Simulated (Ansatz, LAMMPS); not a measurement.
## Localised basis functions on liquid mixture of hexane and H2O at 300 K (232 atoms)

Aim: test how closely localised support functions follow the reference on liquid mixture of hexane and H2O at 300 K (232 atoms), and at what cost. A setting counts as converged where the r.m.s. difference of forces stays under 1 % of the r.m.s. force.

Program: Ansatz 0.2.0. Level of theory: Kohn-Sham DFT, PBE+D4, PAW (set soft_2), plane waves. Values are calculated unless marked as measured.

**1. Set-up**

The cell holds 232 atoms: 66 C, 162 H and 4 O. Its edges and angles: a = 13.582 Å, b = 13.582 Å, c = 13.582 Å, α = 90.0°, β = 90.0°, γ = 90.0°. 11 hexane, 4 H2O placed at random, at 0.676 g/cm³; overlaps pushed apart, then 10 ps at 450 K with MMFF94 bonds, angles, torsions, charges and radii (Halgren, J. Comput. Chem. 17, 490 (1996)) in harmonic and 12-6 forms; SPC/E water (Berendsen, Grigera and Straatsma, J. Phys. Chem. 91, 6269 (1987)). Snapshot after 20 ps at 300 K and fixed volume.

What the set-up can't give: The network of contacts between molecules at the start is that of the classical potential that made the cell, and needn't be the one that DFT or experiment would give. The density was typed from a rule of thumb and may lie off the real one at this temperature. The Brillouin zone is sampled at Γ only, in a cell whose shortest periodic width is 14 Å.

**2. How the cell was made**

A classical potential makes the cell, at a small fraction of what the same run would cost in DFT.

This step: classical MD, MMFF94 bonds, angles, torsions, charges and radii (Halgren, J. Comput. Chem. 17, 490 (1996)) in harmonic and 12-6 forms; SPC/E water (Berendsen, Grigera and Straatsma, J. Phys. Chem. 91, 6269 (1987)) (LAMMPS 22 Jul 2025 - Update 4).

Contents of in.lmp:

```
# liquid mixture of hexane and H2O
units real
atom_style full
boundary p p p
bond_style harmonic
angle_style harmonic
dihedral_style opls
improper_style harmonic
special_bonds lj 0 0 0.5 coul 0 0 0.75
read_data data.lmp
neigh_modify delay 0 every 1 check yes one 4000
comm_modify cutoff 12.0
timestep 0.5
thermo_style custom step time temp pe press density
thermo_modify norm yes
# push overlapping molecules apart
pair_style soft 2.6
pair_coeff * * 0.0
variable a equal ramp(1,60)
fix ad all adapt 1 pair soft a * * v_a
velocity all create 450 264140 mom yes dist gaussian
fix lim all nve/limit 0.03
fix lan all langevin 450 450 50 264141 zero yes
thermo 1000
run 3000 post no
unfix ad
pair_style lj/cut/coul/long 9.0
pair_modify mix arithmetic tail yes
pair_coeff 1 1 0.0678 3.3680   # C
pair_coeff 2 2 0.0216 2.5400   # H
pair_coeff 3 3 0.1553 3.1660   # O
pair_coeff 4 4 0.0000 1.0000   # H
kspace_style pppm 1.0e-4
thermo 100
# [... 17 lines left out ...]
compute msd all msd com yes
thermo 5000
fix md all nvt temp 300 300 100
run 20000 post no
print "== T300: mean square displacement over the hold $(c_msd[4]:%.2f) A^2"
unfix md
uncompute msd
write_dump all custom T300.dump id type xs ys zs modify sort id
```

The run is started by

```console
lmp -in in.lmp -log none -nocite
```

What it wrote:

```text
LAMMPS (22 Jul 2025 - Update 4)
Reading data file ...
  orthogonal box = (0 0 0) to (13.5822 13.5822 13.5822)
  232 atoms
  orthogonal box = (0 0 0) to (13.5822 13.5822 13.5822)
  217 bonds
  400 angles
  495 dihedrals
   Step          Time           Temp          PotEng         Press         Density
         0   0              450           -0.16715366    -2590.17        0.67599974
      1000   500            412.10673      1.1986986      10971.772      0.67599974
      2000   1000           427.64364      1.0311715      22075.781      0.67599974
      3000   1500           389.39248      1.1996819      13727.756      0.67599974
[... 29 lines left out ...]
   Step          Time           Temp          PotEng         Press         Density
[... 4 lines left out ...]
Loop time of 3.77544 s on 1 MPI rank(s) for 5000 steps with 232 atoms
   Step          Time           Temp          PotEng         Press         Density
[... 2 lines left out ...]
     25000   24000          302.90787     -0.080941518    2949.9897      0.67599974
     30000   29000          289.8952      -0.14448378    -1081.382       0.67599974
     35000   34000          291.92937     -0.031801775    6663.0855      0.67599974
     37000   36000          299.25312     -0.13417311     689.18441      0.67599974
Loop time of 16.3482 s on 1 MPI rank(s) for 20000 steps with 232 atoms
== T300: mean square displacement over the hold 33.70 A^2
```

Elapsed: 29 s, on 1 thread of Intel Xeon 6975P-C (Granite Rapids), shared host; peak memory 0.12 GiB.

The input also reads data.lmp (atoms, bonds and types; not printed here).

**3. Plane-wave single point**

The first run uses the default basis; a harder plane-wave run follows as the reference for the support functions.

Contents of input.yaml:

```yaml
crystal:
  lattice:
    - [13.5822, 0.0, 0.0]
    - [0.0, 13.5822, 0.0]
    - [0.0, 0.0, 13.5822]
  atoms:
    - { symbol: C, position: [0.71082, 0.33027, 0.26015] }
    - { symbol: C, position: [0.62825, 0.40085, 0.24038] }
    - { symbol: C, position: [0.52872, 0.35286, 0.27616] }
    - { symbol: C, position: [0.44382, 0.43055, 0.2714] }
    - { symbol: C, position: [0.35028, 0.36904, 0.26668] }
    - { symbol: C, position: [0.26785, 0.43425, 0.28432] }
    - { symbol: H, position: [0.78305, 0.37094, 0.26946] }
    - { symbol: H, position: [0.71534, 0.27569, 0.2015] }
    - { symbol: H, position: [0.69452, 0.28791, 0.32804] }
    - { symbol: H, position: [0.63776, 0.47111, 0.2771] }
    - { symbol: H, position: [0.62505, 0.42198, 0.16324] }
    - { symbol: H, position: [0.54692, 0.33557, 0.34898] }
    - { symbol: H, position: [0.51065, 0.28697, 0.23314] }
    - { symbol: H, position: [0.45072, 0.47966, 0.33518] }
    - { symbol: H, position: [0.45306, 0.46864, 0.2003] }
    - { symbol: H, position: [0.35384, 0.30515, 0.31702] }
    - { symbol: H, position: [0.3462, 0.3353, 0.19566] }
    - { symbol: H, position: [0.26915, 0.49003, 0.23296] }
    - { symbol: H, position: [0.27742, 0.46469, 0.35365] }
    - { symbol: H, position: [0.20192, 0.39595, 0.28043] }
    - { symbol: C, position: [0.17066, 0.54537, 0.70843] }
    - { symbol: C, position: [0.06957, 0.58219, 0.731] }
    - { symbol: C, position: [0.04539, 0.57583, 0.83775] }
    - { symbol: C, position: [0.94481, 0.6263, 0.86413] }
    - { symbol: C, position: [0.93328, 0.63212, 0.9758] }
    - { symbol: C, position: [0.90165, 0.5324, 0.01339] }
    - { symbol: H, position: [0.18351, 0.54302, 0.62811] }
    - { symbol: H, position: [0.17605, 0.46437, 0.7334] }
    - { symbol: H, position: [0.22899, 0.58902, 0.7499] }
    - { symbol: H, position: [0.06033, 0.66166, 0.70651] }
    - { symbol: H, position: [0.01542, 0.54707, 0.68958] }
    - { symbol: H, position: [0.10553, 0.60351, 0.88418] }
    [... 194 atom lines left out ...]
    - { symbol: O, position: [0.89225, 0.1609, 0.85951] }
    - { symbol: H, position: [0.85179, 0.21045, 0.89596] }
    - { symbol: H, position: [0.94249, 0.13204, 0.90494] }
    - { symbol: O, position: [0.59588, 0.14925, 0.82938] }
    - { symbol: H, position: [0.5825, 0.09758, 0.88009] }
    - { symbol: H, position: [0.65706, 0.13194, 0.79226] }
kpoints:
  mp_grid: { grid: [1, 1, 1] }
hamiltonian:
  xc: pbe
  dispersion: d4
scf:
  occupations: { method: fixed }
output:
  forces: true
  stress: true
  populations: true
  dos:
    method: { smearing: { sigma: 0.08 } }
    de: 0.1
    projected: { site_lists: { C: [C], H: [H], O: [O] } }
  eigenvalues: true
  write_density: true
  write_potential: true
  volumetric_format: npy
```

The run is started by

```console
ansatz run input.yaml --threads 8 --pin off --max-ram 15872MiB --backend cpu --events-out ev --progress --plain --runs-dir out
```

What it wrote:

```text
Engine: ansatz 0.2.0, x86_64-unknown-linux-gnu
Pseudopotentials: kind: paw
Pseudopotential: C, paw, valence charge 4, recommended cutoff 420 eV (normal), C.paw.azcp
Pseudopotential: H, paw, valence charge 1, recommended cutoff 420 eV (normal), H.paw.azcp
Pseudopotential: O, paw, valence charge 6, recommended cutoff 420 eV (normal), O.paw.azcp
[... 5 lines on functional and potentials left out ...]
Crystal: 232 atoms, lattice volume = 2505.592 Å³
Basis set: ecut = 420 eV, 49029 PW (Γ), exchange–correlation on 192×192×192 points (8 copies of the dense FFT grid, shifted against one another)
Bands: 457, of which v1, the nominal top of the filled ones, is band 225 counted from 1 (224 counted from 0)
Symmetry: 1 space group operations
Space group: P1 (ITA 1), of the structure as read, at distance tolerance 1.4e-4 Å
k-points: 1
[... 7 lines on functional and potentials left out ...]
Initial density: superposition of atomic densities (neutral atoms: chi_scale 0, normalization atom), corrected by the library's trained network
Initial wavefunctions: pseudopotential atomic-orbital guess
Functional: x = pbe(κ = 0.804, μ = 0.219515), c = pbe(β = 0.066725)
SCF iter   1: F=—  HF=-21445.837879 eV  |F-HF|=—  |Δ(HF+E_count)|=         —  Δρ=3.13e-3  dr2=4.50e-1  ethr=1.77e-3  ⟨swp⟩=5.0  Hψ=1593  notcnv=0  defer=230
preconditioner: auto → Resta (q_TF=auto, 2.049 Å⁻¹)  ε∞=2.1  [insulator: Δε(μ)=4.990 eV  Ē_g=15.339 eV  n_scr=364 (ndim 8)  ℏωp=15.7 eV  f_vac=0.284  ε∞_Penn≈2.1]
SCF iter   2: F=—  HF=-21445.802239 eV  |F-HF|=—  |Δ(HF+E_count)|=   3.56e-2  Δρ=1.69e-3  dr2=1.17e-1  ethr=9.99e-5  ⟨swp⟩=2.0  Hψ=529  notcnv=0  defer=229
SCF iter   3: F=—  HF=-21445.821695 eV  |F-HF|=—  |Δ(HF+E_count)|=   1.95e-2  Δρ=6.72e-4  dr2=1.61e-2  ethr=2.59e-5  ⟨swp⟩=3.0  Hψ=463  notcnv=0  defer=230
SCF iter   4: F=—  HF=-21445.821031 eV  |F-HF|=—  |Δ(HF+E_count)|=   6.64e-4  Δρ=3.48e-4  dr2=2.81e-3  ethr=3.57e-6  ⟨swp⟩=3.0  Hψ=755  notcnv=0  defer=229
SCF iter   5: F=—  HF=-21445.820493 eV  |F-HF|=—  |Δ(HF+E_count)|=   5.38e-4  Δρ=1.26e-4  dr2=3.85e-4  ethr=6.25e-7  ⟨swp⟩=3.0  Hψ=533  notcnv=0  defer=230
SCF iter   6: F=—  HF=-21445.820377 eV  |F-HF|=—  |Δ(HF+E_count)|=   1.17e-4  Δρ=2.76e-5  dr2=2.58e-5  ethr=8.54e-8  ⟨swp⟩=3.0  Hψ=489  notcnv=0  defer=230
SCF iter   7: F=—  HF=-21445.820670 eV  |F-HF|=—  |Δ(HF+E_count)|=   2.93e-4  Δρ=1.17e-5  dr2=3.08e-6  ethr=5.74e-9  ⟨swp⟩=2.0  Hψ=456  notcnv=0  defer=229
SCF iter   8: F=—  HF=-21445.820670 eV  |F-HF|=—  |Δ(HF+E_count)|=   4.08e-7  Δρ=5.40e-6  dr2=6.33e-7  ethr=6.84e-10  ⟨swp⟩=3.0  Hψ=501  notcnv=0  defer=230
SCF iter   9: F=-21445.820670 eV  HF=-21445.820670 eV  |F-HF|=2.00e-8  |Δ(HF+E_count)|=   9.72e-9  Δρ=1.50e-6  dr2=5.87e-8  ethr=2.22e-11  ⟨swp⟩=20.0  Hψ=4620  notcnv=0
SCF 1 converged in 9 iterations: F = -21445.820670 eV  dr2 = 5.87e-8
  greatest PAW one-centre occupation: 0.865 electrons in one spin orbital (limit 2), on the O atom at site 229 (counted from 0), in its partial waves of l = 0
WARN: The input density's exchange-correlation potential varies sharply where the density is thin. Do not read a vacuum level from v_tot or v_xc, or from such a field of the output density. On a cell that repeats whose density bears no net charge and no dipole along the vacuum's axis use v_es (v_loc + v_h of the components); [...]
SCF converged after 9 iterations
Free energy (F): -21445.820670 eV
Harris-Foulkes:  -21445.820670 eV  (|F-HF|=2.00e-8)
Internal energy: -21445.820670 eV  (E = F + TS)
E sigma→0 (E₀):  -21445.820670 eV
Fermi energy:    -2.974614 eV
--- Per-component energies (eV) ---
  E_band       = -3600.711541
  E_kinetic    = 9055.734338
  E_local      = -29286.861261  (includes V_loc(G=0)·N_el)
  E_nonlocal   = 2261.291311
  E_hartree    = 10658.049822
  E_xc         = -4961.685811
  E_vxc        = -6228.745214  (∫ρ·V_xc dr)
  E_paw        = -7290.616716  (= ΣΔE_a)
  E_vpaw       = -718.019481  (= ΣTr[D̂ρ^β])
  E_aug_tail   = -0.215155  (compensation charges beyond the density's cutoff)
  E_ewald      = -1873.590095
  E_disp       = -7.927104  (pairwise vdW)
  E_smearing   = -0.000000  (= −TS)
  E_closure    = -0.000000  (closes the sum)
  Σ components = -21445.820670   (vs F -21445.820670, Δ=0.00e0)
--- Forces (eV/Å), atoms counted from 1 ---
  atom   1  C      1.13622788     0.34416452     0.51143042
  atom   2  C     -1.20141955    -0.67692551     0.06698359
  atom   3  C      0.91787247     2.68332541    -2.02185963
  atom   4  C      1.33585059    -2.47589831    -0.55243371
  atom   5  C      1.37077438    -0.27605940     0.59323681
  atom   6  C     -0.26007386    -0.90772202     0.28110633
  atom   7  H     -0.67637566    -0.74435751    -0.20197105
  atom   8  H      0.32694599    -0.04434387    -0.20279274
  atom   9  H      0.35707564     0.28942926    -0.09395741
  atom  10  H      0.05853851     0.32171880     0.58878811
  atom  11  H     -0.10632435    -0.11039193    -0.55754094
  atom  12  H     -0.17062944    -0.84872545     1.88865091
  atom  13  H      0.05424598    -0.03443849     0.03833682
  atom  14  H     -0.28939679     0.16166909    -0.16181741
[...]
atom 231  H      0.46403971     0.63312771    -1.24474547
  atom 232  H     -0.72297881    -0.52438295     0.21703049
  max |Σ_I F_I| component: 8.41e-5 eV/Å
--- Stress (GPa, compression-positive) ---
        2.116528      -0.552154      -0.399581
       -0.552154       1.383847      -0.264328
       -0.399581      -0.264328       2.647345
  P = ⅓ Tr σ = 2.0492 GPa (20.492 kbar)
--- Band table (eV) ---
  k-point 0: bands = ["-21.6649", "-21.4177", "-21.0651", "-20.6620", [... 441 levels ...], "10.1364", "10.1430", "10.1731", "10.1865", "10.2216", "10.2304", "10.2811", "10.3268", "10.3391", "10.3552", "10.3839", "10.4098"]
--- Löwdin populations: 232 sites ---
  site symbol       q [e]
     0      C      4.4353
     1      C      4.2682
     2      C      4.2755
[...]
231      H      0.6024
  spilling = 0.012816 (of n_electrons = 450.000000)
```

Wall time 13 s (8 threads of Intel Xeon 6975P-C (Granite Rapids), shared host); peak memory 3.5 GiB; 94 s of CPU time.

The program notes that the exchange-correlation potential is rough where the density is thin.

Numbers from this run:

- free energy: -21445.8207 eV
- free energy per atom: -92.4389 eV/atom
- SCF cycles: 9
- pressure: 2.049 GPa
- r.m.s. force component: 0.8918 eV/Å
- longest force: 4.032 eV/Å
- Fermi energy: -2.975 eV
- gap (highest filled to lowest empty level): 5.197 eV
- spilling of the projection: 0.01282

The r.m.s. force component of 0.89 eV/Å sets the scale for the differences below.

**4. Plane waves at 750 eV (750 eV)**

The grid of the support functions holds more waves than the default cutoff, so they are judged against a harder plane-wave run.

input.yaml, the sections that differ from step 3:

```yaml
output:
  forces: true
  eigenvalues: true
basis:
  ecutwfc: "750 eV"
# crystal, kpoints, hamiltonian, scf: as in step 3
```

What it wrote:

```text
[...]
Crystal: 232 atoms, lattice volume = 2505.592 Å³
Basis set: ecut = 750 eV, 116681 PW (Γ), exchange–correlation on 250×250×250 points (8 copies of the dense FFT grid, shifted against one another)
Bands: 457, of which v1, the nominal top of the filled ones, is band 225 counted from 1 (224 counted from 0)
Symmetry: 1 space group operations
[...]
k-points: 1
[...]
SCF iter   1: F=—  HF=-21446.565167 eV  |F-HF|=—  |Δ(HF+E_count)|=         —  Δρ=3.36e-3  dr2=4.58e-1  ethr=1.77e-3  ⟨swp⟩=5.0  Hψ=1592  notcnv=0  defer=230
[...]
SCF iter   3: F=—  HF=-21446.546036 eV  |F-HF|=—  |Δ(HF+E_count)|=   1.87e-2  Δρ=6.44e-4  dr2=1.53e-2  ethr=2.62e-5  ⟨swp⟩=3.0  Hψ=464  notcnv=0  defer=33
automatic band count: iteration 3 solves 260 bands in place of 457: the levels show a gap, and the empty bands left out lie too high to hold charge; the band table lists the bands solved (type scf.n_extra_bands for more)
SCF iter   4: F=—  HF=-21446.545642 eV  |F-HF|=—  |Δ(HF+E_count)|=   3.94e-4  Δρ=3.45e-4  dr2=2.76e-3  ethr=3.39e-6  ⟨swp⟩=4.0  Hψ=641  notcnv=0  defer=33
[...]
SCF iter   9: F=-21446.543167 eV  HF=-21446.543167 eV  |F-HF|=3.03e-8  |Δ(HF+E_count)|=   6.16e-9  Δρ=1.67e-6  dr2=6.42e-8  ethr=2.22e-11  ⟨swp⟩=13.0  Hψ=1509  notcnv=0
SCF 1 converged in 9 iterations: F = -21446.543167 eV  dr2 = 6.42e-8
[...]
SCF converged after 9 iterations
Free energy (F): -21446.543167 eV
[...]
Internal energy: -21446.543167 eV  (E = F + TS)
E sigma→0 (E₀):  -21446.543167 eV
Fermi energy:    -2.975199 eV
[...]
Σ components = -21446.543167   (vs F -21446.543167, Δ=0.00e0)
--- Forces (eV/Å), atoms counted from 1 ---
  atom   1  C      1.14221379     0.33642731     0.51359439
  atom   2  C     -1.20176164    -0.66426799     0.06170991
  atom   3  C      0.91866176     2.67146367    -2.01718300
  atom   4  C      1.33787295    -2.46400645    -0.55317981
[...]
atom 232  H     -0.73723082    -0.52150198     0.22602803
  max |Σ_I F_I| component: 8.62e-5 eV/Å
--- Band table (eV) ---
[...]
```

It took 14 s on 8 threads; peak memory 7 GiB; 1.8 min of CPU time.

Forces differ from the reference by 6.0 meV/Å r.m.s., 0.68 % of their size, within a tolerance of 1 %; the energy by -3.1 meV/atom.

**5. Support functions medium**

With localised support functions most steps grow linearly with size, though the diagonalisation grows faster unless the density matrix is cut; this run measures error and cost at this size. Besides, the program derives a nominal cutoff of 464 eV for this run, against the reference's 750.

This step: Kohn-Sham DFT, PBE+D4, PAW (set soft_2), localised support functions (medium) (Ansatz 0.2.0).

input.yaml, the sections that differ from step 4:

```yaml
scf:
  occupations: { method: fixed }
  eigensolver: { kind: { support_functions: { accuracy: medium } } }
  max_iter: 150
# crystal, kpoints, hamiltonian, output: as in step 4
# basis: removed
```

What it wrote:

```text
Warning: scf.eigensolver.kind.support_functions: disabling space-group detection — the functions' gradient is summed over unrotated k-points, so no spatial operation reduces the k-mesh or symmetrises the density; time reversal is kept, so that k and −k are solved as one point where they differ and the mesh holds both, and exact exchange and, on two spinor components, a DFT+U term hold to it where the run has them: [...]
Warning: basis.ecutwfc = 464 eV, auto-derived: no grid that the accuracy of the support functions lays serves the files at the lower one that their records recommend; a deck with other species or settings can derive another value
settings of this run that can trade accuracy for cost: scf.eigensolver.kind.support_functions [...]
[...]
Crystal: 232 atoms, lattice volume = 2505.592 Å³
Basis set: ecut = 464 eV, 57051 PW (Γ), exchange–correlation on 240×240×240 points (8 copies of the dense FFT grid, shifted against one another)
Bands: 270, of which v1, the nominal top of the filled ones, is band 225 counted from 1 (224 counted from 0)
Symmetry: 1 space group operations
k-points: 1
[...]
SCF iter   1: F=—  HF=-21535.333891 eV  |F-HF|=—  |Δ(HF+E_count)|=         —  Δρ=1.08e-1  dr2=3.53e2  ethr=1.00e-1
[...]
SCF iter  11: F=—  HF=-21446.615492 eV  |F-HF|=—  |Δ(HF+E_count)|=   1.03e-3  Δρ=1.01e-5  dr2=5.75e-6  ethr=8.15e-9  κ⁻¹=3.7e-6(r=7)
SCF iter  12: F=-21446.615489 eV  HF=-21446.615490 eV  |F-HF|=8.49e-7  |Δ(HF+E_count)|=   1.59e-6  Δρ=4.34e-6  dr2=1.36e-6  ethr=1.28e-9
SCF 1 converged in 12 iterations: F = -21446.624863 eV  dr2 = 1.36e-6
[...]
SCF converged after 12 iterations
Stability not checked: this state was not tested for a lower state beside it, because the mixer in use, unlike msr1, does not test its closes by its own steps (another_mixer; see scf.mixing.algorithm and scf.lower_state_search)
Free energy (F): -21446.624863 eV
[...]
Internal energy: -21446.624863 eV  (E = F + TS)
E sigma→0 (E₀):  -21446.624863 eV
Fermi energy:    -2.975345 eV
[...]
Σ components = -21446.624863   (vs F -21446.624863, Δ=0.00e0)
--- Forces (eV/Å), atoms counted from 1 ---
  atom   1  C      1.14258897     0.33611494     0.51355498
  atom   2  C     -1.20166917    -0.66360433     0.06146855
  atom   3  C      0.91852285     2.67058008    -2.01708273
  atom   4  C      1.33786619    -2.46347954    -0.55304904
[...]
atom 232  H     -0.73964502    -0.52076346     0.22742897
  max |Σ_I F_I| component: 1.85e-3 eV/Å
--- Band table (eV) ---
[...]
```

Elapsed: 69 s, on 8 threads; peak memory 7 GiB; 8.7 min of CPU time.

The program notes that the band table was not solved further than the SCF left it and it switched symmetry off.

Keys that differ from the reference: basis.ecutwfc removed, support_functions.accuracy = "medium" and scf.max_iter = 150.

Forces differ from the reference by 0.64 meV/Å r.m.s., 0.072 % of their size, well within a tolerance of 1 %; the energy by -0.35 meV/atom. It took 4.8 times the reference's time (shared host, so rough).

(Part 1 of 3 ends here.)

[Long decimals in the printed logs are rounded to 6 places.]

[Logs are printed without paths, hosts, clocks, repeated set-up lines and the standing remarks that a program may print on its own settings, such as how far it seeks lower states.]

[Hosts, paths, dates, database ids (printed as entryN), source tags and the programs' standing remarks are cut or masked in the printed files.]

[The MMFF94 radii named for the starting cell were scaled by 0.96; in molecules described by MMFF94, hydrogen bound to N, O or S took a small fixed 12-6 site in their place.]
